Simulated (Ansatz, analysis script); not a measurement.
Records of electronic-structure calculations.

```json
{"subject": "Fixed-spin-moment curve of FeSb", "lattice_ang": [[4.06, 0.0, 0.0], [-2.03, 3.5161, 0.0], [0.0, 0.0, 5.13]], "atoms": [["Fe", 0.0, 0.0, 0.0], ["Fe", 0.0, 0.0, 0.5], ["Sb", 0.3333, 0.6667, 0.25], ["Sb", 0.6667, 0.3333, 0.75]], "method": "PBEsol, PAW set soft_1 (files made for PBE); collinear runs at fixed total moment and in a field on the spins (and 4 further levels or steps)", "program": "Ansatz 0.2.0 and analysis script 1", "settings_of_one_run": "cutoff 420 eV, 11×11×8 k-mesh, Fermi-Dirac occupations, smearing width 0.05 eV", "notes": "The database entry behind the starting cell differs from later determinations by our own check (0.1 to 0.3 % short, probably kX units). In doubt: the program’s search for lower states was switched off, so a lower magnetic state than those reached may exist.", "results": {"state_of_the_free_run": "ferromagnetic", "net_moment_of_the_free_run": "2.98 μB", "energy_of_the_free_run_from_the_state_without_spin": "-324 meV a cell", "lowest_of_the_fixed_moments_tried": "M = 3.015 μB, -324 meV", "dm_db_between_0_and_300_t": "0.533 μB a cell per 1000 T"}}
```

[Logs and program files are shortened in this print: banners, set-up blocks, solver, clock and traceback lines can be left out without a mark of their own.]

[Logs are printed without paths, hosts, clocks, repeated set-up lines and the standing remarks that a program may print on its own settings, such as how far it seeks lower states.]

[Hosts, paths, dates, database ids (printed as entryN), source tags and the programs' standing remarks are cut or masked in the printed files.]
